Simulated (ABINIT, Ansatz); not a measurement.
# Er (P6_3/mmc): from the cell to the phonon bands, part 2 of 4

Aim: the phonon dispersion of Er (P6_3/mmc), checked by a second program.

ABINIT 10.8.3; DFT PBE, scalar-relativistic, plane waves, PseudoDojo norm-conserving, 4f in core pseudopotentials.

So far. Step 3 (Relaxing the cell and atoms): The volume changes by -0.1 % in this run and stands -0.1 % from the first cell. Step 4 (Ground state): The cell stands at -1.1 GPa: the relaxation ran with a smoothed and higher cutoff, and the difference is a stress of the finite basis. The relaxed cell has a = 3.564, c = 5.565 Å (conventional setting).

## Step 5: Zone-centre response

At q = 0 one unit cell holds all displacements. The response is solved for single atoms along the cell's directions, and symmetry skips those that follow from others. The crystal is treated as a metal, which screens a static field, so no field response is asked.

The input, dfpt_gamma.abi:

```

# common to the responses
getwfk_filepath "gso_WFK"
kptopt 2
nqpt 1
qpt 0.0 0.0 0.0
asr 0
chneut 0

# displacements
rfphon 1
rfatpol 1 2
rfdir 1 1 1
tolvrs 1.0d-10
prtwf 0
prtpot 1

# basis, mesh and filling
ecut 22.0
ngkpt 12 12 8
nshiftk 1
shiftk 0.0 0.0 0.0
istwfk *1
occopt 7
tsmear 0.01
nband 18
nstep 100
diemac 1000000.0
prtebands 0
prtgsr 0

# cell and atoms
acell 6.73416672 6.73416672 10.51634311
rprim 
    1.0 0.0 0.0
    -0.5 0.8660254038 0.0
    0.0 0.0 1.0
ntypat 1
znucl 68
natom 2
typat 1 1
xred 
    1/3 2/3 0.25
    2/3 1/3 0.75
pp_dirpath "./pseudo"
pseudos "Er.upf"
```

The run is started by

```bash
$ OMP_NUM_THREADS=1 mpirun -n 16 abinit dfpt_gamma.abi > dfpt_gamma.log
```

Numbers of over 12 decimals in the logs are rounded to 6 here.

dfpt_gamma.abo, the main output file:

```text
[banners, grids, parts of the stress and lines that vanish by symmetry left out]
- input  file    -> dfpt_gamma.abi
- output file    -> dfpt_gamma.abo
- root for input  files -> dfpt_gammai
- root for output files -> dfpt_gammao

 Symmetries : space group P6_3/m m c (#194); Bravais hP (primitive hexag.)
================================================================================
 Values of the parameters that define the memory need of the present run (RF).
     intxc =       0      iscf =       7    lmnmax =       7     lnmax =       7
     mgfft =      48  mpssoang =       4    mqgrid =    3001     natom =       2
  nloc_mem =       1    nspden =       1   nspinor =       1    nsppol =       1
      nsym =      24    n1xccc =    2501    ntypat =       1    occopt =       7
   xclevel =       2
-    mband =          18        mffmem =           1         mkmem =          37
-   mkqmem =          37        mk1mem =          37           mpw =        2062
      nfft =       43200          nkpt =         580
- my_mband =          18
================================================================================
================================================================================

--------------------------------------------------------------------------------
------------- Echo of variables that govern the present computation ------------
--------------------------------------------------------------------------------
-
- outvars: echo of selected default values
-   iomode0 =  0 , fftalg0 =312 , wfoptalg0 =  0
-
- outvars: echo of global parameters not present in the input file
-  max_nthreads =    1
-
 -outvars: echo values of preprocessed input variables
 [... echo left out ...]
================================================================================

 chkinp: Checking input parameters for consistency.

[...]
== DATASET  1 ==================================================================
-   mpi_nproc: 16, omp_nthreads: 1 (-1 if OMP is not activated)

--- !DatasetInfo
iteration_state: {dtset: 1, }
dimensions: {natom: 2, nkpt: 580, mband: 18, nsppol: 1, nspinor: 1, nspden: 1, mpw: 2062, }
cutoff_energies: {ecut:  22.0, pawecutdg:  -1.0, }
electrons: {nelect:   2.20000000E+01, charge:   0.00000000E+00, occopt:   7.00000000E+00, tsmear:   1.00000000E-02, }
meta: {optdriver: 1, rfphon: 1, }
...

 mkfilename: getwfk from: gso_WFK

 Real(R)+Recip(G) space primitive vectors, cartesian coordinates (Bohr,Bohr^-1):
 R(1)=  6.7341667  0.0000000  0.0000000  G(1)=  0.1484965  0.0857345  0.0000000
 R(2)= -3.3670834  5.8319595  0.0000000  G(2)=  0.0000000  0.1714690  0.0000000
 R(3)=  0.0000000  0.0000000 10.5163431  G(3)=  0.0000000  0.0000000  0.0950901
 Unit cell volume ucvol=  4.1301242E+02 bohr^3
 Angles (23,13,12)=  9.00000000E+01  9.00000000E+01  1.20000000E+02 degrees
 setup1 : take into account q-point for computing boxcut.

 getcut: wavevector=  0.0000  0.0000  0.0000  ngfft=  30  30  48
         ecut(hartree)=     22.000   => boxcut(ratio)=   2.11146

--- Pseudopotential description ------------------------------------------------
- pspini: atom type   1  psp file is ./pseudo/Er.upf

   1.24190340E+03                                ecore*ucvol(ha*bohr**3)
--------------------------------------------------------------------------------

 ==>  initialize data related to q vector <==

 The list of irreducible perturbations for this q vector is:
    1)    idir= 1    ipert=   1
    2)    idir= 3    ipert=   1

[...]
The perturbation idir=   2  ipert=   1 is
 symmetric of a previously calculated perturbation.
 So, its SCF calculation is not needed.

 The perturbation idir=   1  ipert=   2 is
 symmetric of a previously calculated perturbation.
 So, its SCF calculation is not needed.

 The perturbation idir=   2  ipert=   2 is
 symmetric of a previously calculated perturbation.
 So, its SCF calculation is not needed.

 The perturbation idir=   3  ipert=   2 is
 symmetric of a previously calculated perturbation.
 So, its SCF calculation is not needed.

--------------------------------------------------------------------------------
 Perturbation wavevector (in red.coord.)   0.000000  0.000000  0.000000
 Perturbation : displacement of atom   1   along direction   1
 Found     2 symmetries that leave the perturbation invariant.

[...]
dfpt_looppert : total number of electrons, from k and k+q
  fully or partially occupied states are    2.200000E+01 and    2.200000E+01.
 Initialisation of the first-order wave-functions :
  ireadwf=   0

--- !BeginCycle
iteration_state: {dtset: 1, }
solver: {iscf: 7, nstep: 100, nline: 4, wfoptalg: 0, }
tolerances: {tolvrs: 1.00E-10, }
...

     iter   2DEtotal(Ha)        deltaE(Ha) residm    vres2
-ETOT  1   1.021110     -1.032E+03 1.522E+00 7.099E+01
 ETOT  2  0.659377     -3.617E-01 3.492E-01 7.017E+00
 ETOT  3  0.654168     -5.208E-03 2.203E-01 2.680E-01
 ETOT  4  0.653968     -2.005E-04 1.261E-01 2.074E-03
 ETOT  5  0.653967     -7.078E-07 1.047E-01 2.434E-04
[...]
At SCF step   10       vres2   =  1.42E-12 < tolvrs=  1.00E-10 =>converged.
[...]
Mean square residual over all n,k,spin=   30.531E-07; max=  17.862E-03

 Thirteen components of 2nd-order total energy (hartree) are
 1,2,3: 0th-order hamiltonian combined with 1st-order wavefunctions
     kin0=   7.10751132E+02 eigvalue=   1.49241780E+02  local=  -4.00989985E+02
 4,5,6: 1st-order hamiltonian combined with 1st and 0th-order wfs
 loc psp =  -1.45273037E+03  Hartree=   3.65058151E+02     xc=  -9.16932949E+01
 note that "loc psp" includes a xc core correction that could be resolved
 7,8,9: eventually, occupation + non-local contributions
    edocc=   1.52869786E+02     enl0=   1.47399343E+02   enl1=  -6.12543453E+02
 1-9 gives the relaxation energy (to be shifted if some occ is /=2.0)
   erelax=  -1.03263691E+03
 10,11,12 Non-relaxation  contributions : frozen-wavefunctions and Ewald
 fr.local=   6.90901589E+02 fr.nonlo=   3.06177588E+02  Ewald=   9.36566806E+00
 13,14 Frozen wf xc core corrections (1) and (2)
 frxc 1  =  -1.54093285E+02  frxc 2 =   1.80939319E+02
 Resulting in :
 2DEtotal=    0.6539671203E+00 Ha. Also 2DEtotal=    0.177953519038E+02 eV
    (2DErelax=   -1.0326369121E+03 Ha. 2DEnonrelax=    1.0332908793E+03 Ha)
    (  non-var. 2DEtotal :    6.5396731350E-01 Ha)

[...]
Perturbation wavevector (in red.coord.)   0.000000  0.000000  0.000000
 Perturbation : displacement of atom   1   along direction   3
 Found     6 symmetries that leave the perturbation invariant.

--------------------------------------------------------------------------------

--------------------------------------------------------------------------------

 dfpt_looppert : total number of electrons, from k and k+q
  fully or partially occupied states are    2.200000E+01 and    2.200000E+01.
 Initialisation of the first-order wave-functions :
  ireadwf=   0

--- !BeginCycle
iteration_state: {dtset: 1, }
solver: {iscf: 7, nstep: 100, nline: 4, wfoptalg: 0, }
tolerances: {tolvrs: 1.00E-10, }
...

     iter   2DEtotal(Ha)        deltaE(Ha) residm    vres2
-ETOT  1   19.079515356638     -2.810E+03 3.502E+00 5.510E+04
[...]
ETOT 10   4.505770     -2.774E-11 1.471E-02 1.101E-10
 ETOT 11   4.505770     -8.185E-12 4.919E-03 9.074E-12

 At SCF step   11       vres2   =  9.07E-12 < tolvrs=  1.00E-10 =>converged.
[...]
Mean square residual over all n,k,spin=   23.488E-07; max=  49.188E-04

 Thirteen components of 2nd-order total energy (hartree) are
 1,2,3: 0th-order hamiltonian combined with 1st-order wavefunctions
     kin0=   1.75448538E+03 eigvalue=   3.62285988E+02  local=  -9.90757800E+02
 4,5,6: 1st-order hamiltonian combined with 1st and 0th-order wfs
 loc psp =  -4.17599657E+03  Hartree=   1.20878268E+03     xc=  -2.26138375E+02
 note that "loc psp" includes a xc core correction that could be resolved
 7,8,9: eventually, occupation + non-local contributions
    edocc=   3.59283411E+02     enl0=   3.56886362E+02   enl1=  -1.47365872E+03
 1-9 gives the relaxation energy (to be shifted if some occ is /=2.0)
   erelax=  -2.82482765E+03
 10,11,12 Non-relaxation  contributions : frozen-wavefunctions and Ewald
 fr.local=   1.66235483E+03 fr.nonlo=   7.39989136E+02  Ewald=   3.61476268E+02
 13,14 Frozen wf xc core corrections (1) and (2)
 frxc 1  =  -3.75980415E+02  frxc 2 =   4.41493593E+02
 Resulting in :
 2DEtotal=    0.4505770207E+01 Ha. Also 2DEtotal=    0.122608253434E+03 eV
    (2DErelax=   -2.8248276458E+03 Ha. 2DEnonrelax=    2.8293334160E+03 Ha)
    (  non-var. 2DEtotal :    4.5057715460E+00 Ha)

[...]
---- first-order wavefunction calculations are completed ----

 ==> Compute Derivative Database <==

 [... matrices left out ...]
  Phonon wavevector (reduced coordinates) :  0.00000  0.00000  0.00000
 Phonon energies in Hartree :
  -7.770939E-06  7.550312E-06  7.550313E-06  3.074674E-04  3.074674E-04
   5.170205E-04
 Phonon frequencies in cm-1    :
- -1.705524E+00  1.657102E+00  1.657102E+00  6.748129E+01  6.748129E+01
-  1.134729E+02

== END DATASET(S) ==============================================================
================================================================================

 -outvars: echo values of variables after computation
            acell      6.7341667200E+00  6.7341667200E+00  1.0516343110E+01 Bohr
           etotal      4.5057702069E+00
            fcart      0.0000000000E+00  0.0000000000E+00  0.0000000000E+00
           strten      0.0000000000E+00  0.0000000000E+00  0.0000000000E+00
================================================================================
```

Run time: 47 s. Hardware: 16 MPI ranks of Arm Neoverse V1, shared host.

Numbers from this step:

- largest acoustic frequency at the zone centre before the sum rule: -1.71 cm⁻¹
- highest optical zone-centre mode (no LO-TO term): 113.5 cm⁻¹
- lowest optical zone-centre mode: 67.48 cm⁻¹

The acoustic modes at Γ come out as far as 1.7 cm⁻¹ from zero, where they should vanish, a small numerical error.

## Step 6: Linear response on the mesh

Linear response treats each wavevector of the 3×3×2 mesh in the unit cell; the first-order potentials are kept for the electron-phonon matrix elements.

The input, dfpt_q.abi:

```
ndtset 5

# wavevectors
qpt1 0.3333333333 0.0 0.0
qpt2 0.3333333333 0.3333333333 0.0
qpt3 0.0 0.0 0.5
qpt4 0.3333333333 0.0 0.5
qpt5 0.3333333333 0.3333333333 0.5

# displacements
getwfk_filepath "gso_WFK"
getwfq_filepath "gso_WFK"
kptopt 3
nqpt 1
rfphon 1
rfatpol 1 2
rfdir 1 1 1
tolvrs 1.0d-10
prtwf 0
prtpot 1

# basis, mesh and filling
ecut 22.0
ngkpt 12 12 8
nshiftk 1
shiftk 0.0 0.0 0.0
istwfk *1
occopt 7
tsmear 0.01
nband 18
nstep 100
diemac 1000000.0
prtebands 0
prtgsr 0

# cell and atoms
acell 6.73416672 6.73416672 10.51634311
rprim 
    1.0 0.0 0.0
    -0.5 0.8660254038 0.0
    0.0 0.0 1.0
ntypat 1
znucl 68
natom 2
typat 1 1
xred 
    1/3 2/3 0.25
    2/3 1/3 0.75
pp_dirpath "./pseudo"
pseudos "Er.upf"
```

The run is started by

```bash
$ OMP_NUM_THREADS=1 mpirun -n 16 abinit dfpt_q.abi > dfpt_q.log
```

dfpt_q.abo, the main output file:

```text
[banners, grids, parts of the stress and lines that vanish by symmetry left out]
- input  file    -> dfpt_q.abi
- output file    -> dfpt_q.abo
- root for input  files -> dfpt_qi
[...]
DATASET    1 : space group P6_3/m m c (#194); Bravais hP (primitive hexag.)
[...]
nfft =       43200          nkpt =        1152
[...]
DATASET    2 : space group P6_3/m m c (#194); Bravais hP (primitive hexag.)
[...]
nfft =       43200          nkpt =        1152
[...]
DATASET    3 : space group P6_3/m m c (#194); Bravais hP (primitive hexag.)
[...]
nfft =       43200          nkpt =        1152
[...]
DATASET    4 : space group P6_3/m m c (#194); Bravais hP (primitive hexag.)
[...]
nfft =       43200          nkpt =        1152
[...]
DATASET    5 : space group P6_3/m m c (#194); Bravais hP (primitive hexag.)
[...]
nfft =       43200          nkpt =        1152
[...]
== DATASET  1 ==================================================================
[...]
cutoff_energies: {ecut:  22.0, pawecutdg:  -1.0, }
[...]
Perturbation : displacement of atom   1   along direction   1
[...]
-ETOT  1   25.162604629002     -1.165E+03 1.955E+00 2.249E+05
 ETOT  2   39.786968177526      1.462E+01 3.127E+00 3.757E+05
 ETOT  3   2.229153     -3.756E+01 2.514E-01 8.025E+02
 ETOT  4   2.133182     -9.597E-02 1.184E-01 6.483E+00
 ETOT  5   2.131173     -2.009E-03 1.610E-02 3.819E-01
[...]
At SCF step   13       vres2   =  1.90E-11 < tolvrs=  1.00E-10 =>converged.
[...]
Perturbation : displacement of atom   1   along direction   2
[...]
-ETOT  1   1.921120     -1.051E+03 1.603E+00 5.897E+01
[...]
At SCF step   10       vres2   =  2.46E-11 < tolvrs=  1.00E-10 =>converged.
[...]
Perturbation : displacement of atom   1   along direction   3
[...]
-ETOT  1   9.185901     -2.686E+03 4.207E+00 9.071E+03
[...]
At SCF step   13       vres2   =  1.23E-11 < tolvrs=  1.00E-10 =>converged.
[...]
Phonon wavevector (reduced coordinates) :  0.33333  0.00000  0.00000
 Phonon energies in Hartree :
[...]
Phonon frequencies in cm-1    :
-  5.159065E+01  5.515304E+01  8.541774E+01  9.025423E+01  9.434188E+01
-  1.094771E+02
[...]
== DATASET  2 ==================================================================
[...]
cutoff_energies: {ecut:  22.0, pawecutdg:  -1.0, }
[...]
Perturbation : displacement of atom   1   along direction   1
[...]
-ETOT  1   6.712303     -1.149E+03 2.368E+00 1.447E+04
[...]
At SCF step   11       vres2   =  1.21E-11 < tolvrs=  1.00E-10 =>converged.
[...]
Perturbation : displacement of atom   1   along direction   3
[...]
-ETOT  1   6.619310     -2.633E+03 8.018E+00 1.238E+03
[...]
Phonon wavevector (reduced coordinates) :  0.33333  0.33333  0.00000
 Phonon energies in Hartree :
[...]
Phonon frequencies in cm-1    :
-  8.146053E+01  8.146053E+01  8.513734E+01  8.513734E+01  9.559729E+01
-  1.022821E+02
[...]
== DATASET  3 ==================================================================
[...]
cutoff_energies: {ecut:  22.0, pawecutdg:  -1.0, }
[...]
Perturbation : displacement of atom   1   along direction   1
[...]
-ETOT  1   1.053365     -1.032E+03 1.449E+00 8.293E+01
[...]
Perturbation : displacement of atom   1   along direction   3
[...]
-ETOT  1   298.69550572273     -2.938E+03 4.478E+00 4.306E+06
[...]
Phonon wavevector (reduced coordinates) :  0.00000  0.00000  0.50000
 Phonon energies in Hartree :
[...]
Phonon frequencies in cm-1    :
-  4.851541E+01  4.851541E+01  4.851541E+01  4.851541E+01  8.212533E+01
-  8.212533E+01
[...]
== DATASET  4 ==================================================================
[...]
cutoff_energies: {ecut:  22.0, pawecutdg:  -1.0, }
[...]
Perturbation : displacement of atom   1   along direction   1
[...]
-ETOT  1   16.945114454531     -1.150E+03 1.560E+00 8.746E+04
[...]
Perturbation : displacement of atom   1   along direction   2
[...]
-ETOT  1   1.816955     -1.050E+03 1.507E+00 5.605E+01
[...]
Perturbation : displacement of atom   1   along direction   3
[...]
-ETOT  1   49.940740596438     -2.720E+03 4.251E+00 2.657E+05
[...]
Phonon wavevector (reduced coordinates) :  0.33333  0.00000  0.50000
 Phonon energies in Hartree :
[...]
Phonon frequencies in cm-1    :
-  6.613537E+01  6.613593E+01  7.097357E+01  7.097357E+01  1.000683E+02
-  1.000687E+02
[...]
== DATASET  5 ==================================================================
[...]
cutoff_energies: {ecut:  22.0, pawecutdg:  -1.0, }
[...]
Perturbation : displacement of atom   1   along direction   1
[...]
-ETOT  1   5.008178     -1.146E+03 1.705E+00 7.116E+03
[...]
At SCF step   10       vres2   =  5.38E-11 < tolvrs=  1.00E-10 =>converged.
[...]
Perturbation : displacement of atom   1   along direction   3
[...]
-ETOT  1   11.003844209093     -2.652E+03 4.281E+00 1.576E+04
[...]
ETOT 10   4.518371      2.137E-11 4.263E+00 1.223E-10
 ETOT 11   4.518371     -7.412E-11 7.543E+00 5.751E-12
 At SCF step   11       vres2   =  5.75E-12 < tolvrs=  1.00E-10 =>converged.
[...]
Phonon wavevector (reduced coordinates) :  0.33333  0.33333  0.50000
 Phonon energies in Hartree :
[...]
Phonon frequencies in cm-1    :
-  5.271505E+01  5.271505E+01  9.660583E+01  9.660583E+01  1.009968E+02
-  1.009968E+02
[...]
strten3     0.0000000000E+00  0.0000000000E+00  0.0000000000E+00
           
================================================================================
```

Elapsed: 16 min, on 16 MPI ranks.

This step gave:

```yaml
lowest_mode_on_the_q_mesh_acoustic_ones_at_the_zone_centre_apart: 48.52 cm⁻¹
```

Frequencies (cm⁻¹) before the sum rule at the irreducible wavevectors but Γ, which is solved apart; negative means imaginary. Frequencies by wavevector:

```csv
q (fractions),star,mode 1,mode 2,mode 3,mode 4,mode 5,mode 6
0.3333 0 0,6,51.59,55.15,85.42,90.25,94.34,109.5
0.3333 0.3333 0,2,81.46,81.46,85.14,85.14,95.6,102.3
0 0 0.5,1,48.52,48.52,48.52,48.52,82.13,82.13
0.3333 0 0.5,6,66.14,66.14,70.97,70.97,100.1,100.1
0.3333 0.3333 0.5,2,52.72,52.72,96.61,96.61,101,101
```

(Continued in part 3 of 4.)

[Host names and launcher messages were left out of these logs when they were recorded.]

[Logs are printed without paths, hosts, clocks, repeated set-up lines and the standing remarks that a program may print on its own settings, such as how far it seeks lower states.]

[Hosts, paths, dates, database ids (printed as entryN), source tags and the programs' standing remarks are cut or masked in the printed files.]
